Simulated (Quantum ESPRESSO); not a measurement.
# Os (P6_3/mmc): coupling and resistivity with EPW, part 2 of 2

Wanted: λ, Tc and ρ(T) of Os (P6_3/mmc) from Quantum ESPRESSO and EPW.

Quantum ESPRESSO 7.5; DFT PBE, scalar-relativistic, plane waves, PseudoDojo 0.4.1 norm-conserving pseudopotentials.

So far, coupling constant λ: step 8 (coupling and Tc: fine k 16×16×8, q 8×8×4, width 0.15 eV, window 0.61 eV) 0.429; step 11 (coupling and Tc: fine k 26×26×14, q 13×13×7, width 0.1 eV, window 0.41 eV) 0.414. Also resistivity at 300 K (μΩ cm): step 9 (resistivity: fine k 20×20×10, q 10×10×5, adaptive width …) 12.2; step 10 (fine q mesh 16×16×8, fine mesh 16×16×8, window 0.05 eV) 5.87.

## 12. Coupling and Tc: fine k 26×26×14, q 13×13×7, width 0.05 eV, window 0.3 eV (continued)

The a2F has structure finer than the step of the table below, so its rows give means over 1 meV, whole bins alone (the curve runs from 0.061 to 30.1 meV). Peaks (meV: height): 16.3: 0.478, 18.2: 0.663, 21.9: 0.440, 25.8: 0.447.

A2F against phonon energy; means over each step:

phonon energy (meV), a2F and a bar:
```
        2      0.000 
        3      0.001 
        4      0.003 
        5      0.002 
        6      0.007 
        7      0.006 
        8      0.005 
        9      0.016 #
       10      0.019 #
       11      0.020 #
       12      0.027 #
       13      0.042 ##
       14      0.050 ##
       15      0.123 ######
       16      0.418 #####################
       17      0.405 ####################
       18      0.595 ##############################
       19      0.386 ###################
       20      0.278 ##############
       21      0.330 #################
       22      0.399 ####################
       23      0.249 #############
       24      0.285 ##############
       25      0.395 ####################
       26      0.423 #####################
       27      0.254 #############
       28      0.033 ##
       29      0.000
```

λ = 0.484 and ħω_log = 19.2 meV, against 0.414 and 19.0 with fine k 26×26×14, q 13×13×7, width 0.1 eV (+17 % in λ). The eigenvalue passes 1 near 2.4 K.

## 13. Coupling and Tc: fine k 32×32×18, q 16×16×9, width 0.1 eV, window 0.41 eV

The input, a2f-4.in:

```
--
 &inputepw
    prefix='x',
    outdir='./tmp',
    dvscf_dir='./save',
    elph=.true.,
    etf_mem=1,
    nbndsub=18,
    bands_skipped='exclude_bands = 1-8',
    use_ws=.true.,
    vme='wannier',
    asr_typ='crystal',
    nk1=9,
    nk2=9,
    nk3=6,
    nq1=3,
    nq2=3,
    nq3=2,
    amass(1)=190.23,
    epwwrite=.false.,
    epwread=.true.,
    wannierize=.false.,
    nkf1=32,
    nkf2=32,
    nkf3=18,
    nqf1=16,
    nqf2=16,
    nqf3=9,
    mp_mesh_k=.true.,
    ephwrite=.true.,
    eliashberg=.true.,
    liso=.true.,
    limag=.true.,
    tc_linear=.true.,
    tc_linear_solver='lapack',
    fsthick=0.41,
    degaussw=0.1,
    degaussq=0.5,
    nqstep=500,
    muc=0.13,
    wscut=0.3,
    nsiter=500,
    nstemp=7,
    temps=0.5 1.0 2.0 4.0 8.0 16.0 32.0,
 /
```

Launch:

```
$ OMP_NUM_THREADS=1 mpirun -n 8 epw.x -nk 8 -in a2f-4.in > a2f-4.out
```

Elapsed: 12 min, on 8 MPI ranks of Arm Neoverse V2, shared host; 1.6 h of CPU time.

Numbers from this step:

- coupling constant λ: 0.4175
- log mean phonon energy ħω_log: 19.51 meV
- density of states at the Fermi level: 0.6175 states/eV a spin and cell
- Fermi level on the fine mesh: 25.69 eV

The a2F has structure finer than the step of the table below, so its rows give means over 1 meV, whole bins alone (the curve runs from 0.061 to 30.2 meV). Peaks (meV: height): 18.0: 0.578, 21.9: 0.374, 26.3: 0.504.

The a2F by phonon energy; means over each step:

phonon energy (meV), a2F and a bar:
```
        1      0.000 
        2      0.000 
        3      0.001 
        4      0.001 
        5      0.002 
        6      0.003 
        7      0.004 
        8      0.006 
        9      0.009 #
       10      0.014 #
       11      0.018 #
       12      0.022 #
       13      0.035 ##
       14      0.052 ###
       15      0.101 ######
       16      0.290 ################
       17      0.376 #####################
       18      0.530 ##############################
       19      0.305 #################
       20      0.223 #############
       21      0.247 ##############
       22      0.338 ###################
       23      0.195 ###########
       24      0.278 ################
       25      0.378 #####################
       26      0.455 ##########################
       27      0.288 ################
       28      0.018 #
       29      0.000
```

Tc lies where the eigenvalue is 1; mu* = 0.13. Eigenvalue against temperature:

| T (K) | largest eigenvalue of the linearised gap equation |
| --- | --- |
| 0.5 | 1.254 |
| 1 | 1.06 |
| 2 | 0.8665 |
| 4 | 0.6758 |
| 8 | 0.4881 |
| 16 | 0.3074 |
| 32 | 0.1418 |

λ = 0.418 and ħω_log = 19.5 meV, against 0.484 and 19.2 with fine k 26×26×14, q 13×13×7, width 0.05 eV (-14 % in λ). The eigenvalue passes 1 near 1.2 K.

## 14. What came out

```
Wannier functions, band error                                                 : 18 functions; 3 meV r.m.s.
coupling constant λ, fine k 32×32×18, q 16×16×9, width 0.1 eV, window 0.41 eV : 0.418
ħω_log                                                                        : 19.5 meV
Tc at μ* = 0.13, Allen–Dynes                                                  : 0.57 K
resistivity at 300 K, 20×20×10                                                : 12.2 μΩ cm, unsound
```

Step 12: Twice the integral of α²F/ω over this curve gives λ = 0.49, half of it from below 19.2 meV. Step 13: The coupling constant from the curve is λ = 0.42; modes below 19.5 meV give half. Step 13: The most distinct maxima of the a2F lie at 18.0, 21.9 and 26.3 meV, the highest at 18.0 meV. On the finest meshes run, Os (P6_3/mmc) has λ = 0.42 and an unconverged phonon-limited resistivity of 12.2 μΩ cm at 300 K. The resistivity rests on one fine mesh, a coarse one, and its convergence is untested: it is no result for this metal. On the finest mesh the adaptive width still reaches 0.54 eV against a window of 0.32 eV; the window, which cuts off final states, was not widened. N(E_F) runs from 0.43 to 0.62 states/eV a spin over these sums; λ is quoted for fine k 32×32×18, q 16×16×9, width 0.1 eV, and it is not converged. The Eliashberg Tc is interpolated in log T between temperatures a factor of two apart, and its μ* acts up to a cut-off of 0.3 eV, so it weighs less than the same number in Allen and Dynes's formula. Over the sums on sound settings, λ spans 0.414 to 0.484, and the Allen–Dynes Tc 0.53 to 1.4 K. Between 150 and 500 K the resistivity rises by a factor of 2.74, against 3.33 for a straight line through the origin; phonon scattering should fall faster than that line on cooling, so the temperature dependence is not converged. At 300 K the components are 13.3, 13.3 and 10.0 μΩ cm (xx, yy, zz); the mean is quoted. Measured: resistivity: 8.1 μΩ cm at 273 K (at 273 K; handbook value for the pure polycrystalline metal; quoted in “CRC Handbook of Chemistry and Physics, 84th edition, Electrical Resistivity of Pure Metals”, 2003, CRC Press, section 12, read from Wikipedia's data page); the unsound value above is not graded against it. Spin–orbit coupling is left out, though Os is heavy. The q mesh of ph.x (3×3×2), the k mesh and smearing of the ground state (9×9×6) and EPW's coarse k mesh (9×9×6) were not varied. Only scattering by harmonic phonons counts; impurities, grain boundaries and thermal expansion are left out, and μ* is typed.

Computed beside measured:

```
                                                   quantity  measured     Allen–Dynes      Eliashberg
superconducting transition temperature (μ* = 0.13) (kelvin)      0.65  0.57 (-11.6 %)  1.24 (+90.6 %)
```

Measured values from Wikipedia's table of superconducting elements, as read in December (2026).

**Verdict.** For the superconducting transition temperature, of the levels listed nearest comes Allen–Dynes (-11.6 %, fair agreement) and farthest Eliashberg (+90.6 %, a clear miss). Limits of convergence are named above.

[The logs of pw.x and epw.x are selected lines.]

[Logs are printed without paths, hosts, clocks, repeated set-up lines and the standing remarks that a program may print on its own settings, such as how far it seeks lower states.]

[Hosts, paths, dates, database ids (printed as entryN), source tags and the programs' standing remarks are cut or masked in the printed files.]
